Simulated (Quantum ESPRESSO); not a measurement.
Entries from a set of simulations; values are calculated unless marked as measured.

```json
{"subject": "CrO2: where do free moments turn?", "lattice_ang": [[4.421, 0.0, 0.0], [0.0, 4.421, 0.0], [0.0, 0.0, 2.917]], "atoms": [["Cr", 0.0, 0.0, 0.0], ["Cr", 0.5, 0.5, 0.5], ["O", 0.301, 0.301, 0.0], ["O", 0.199, 0.801, 0.5], ["O", 0.699, 0.699, 0.0], ["O", 0.801, 0.199, 0.5]], "method": "LDA; plane waves with GBRV 1.5 LDA potentials, no spin-orbit coupling (and 1 further level or step)", "program": "Quantum ESPRESSO 7.5", "settings_of_one_run": "GBRV 1.5 LDA, potential files Cr: cr_lda_v1.5.uspp.F.UPF, O: o_lda_v1.2.uspp.F.UPF, cutoff 462.59 eV, 3×3×5 k-mesh, 72 bands, fermi-dirac occupations, smearing width 0.1 eV, SCF threshold 6.00e-8, starting moments 3 3 0 0 0 0 μB", "cost": "5 runs, 4.1 min in all on 4 MPI ranks of Arm Neoverse V1, shared host (the runs of this entry)", "notes": "Without spin–orbit coupling only the angles between moments matter. The cell holds only so many moments, so longer spirals cannot form in it. No Hubbard term acts here. In such compounds local and semilocal functionals without one often delocalise the d electrons, and can shrink or lose moments and miss the size, sign and order of the couplings. The smearing term is large for its width, so states at the Fermi level are partly filled: at this level the cell is a metal or has a gap of a few widths at most.", "results": {"lowest_start": "collinear parallel, two sublattices 90 degrees apart and random 2", "its_final_state": "ferromagnetic", "its_moments": "1.69 μB", "its_net_moment": "4.00 μB a cell"}}
```

[Logs and program files are shortened in this print: banners, set-up blocks, solver, clock and traceback lines can be left out without a mark of their own.]

[Logs are printed without paths, hosts, clocks, repeated set-up lines and the standing remarks that a program may print on its own settings, such as how far it seeks lower states.]

[Hosts, paths, dates, database ids (printed as entryN), source tags and the programs' standing remarks are cut or masked in the printed files.]

[Where a cell is said to come from a database of computed structures, the database is the Materials Project.]
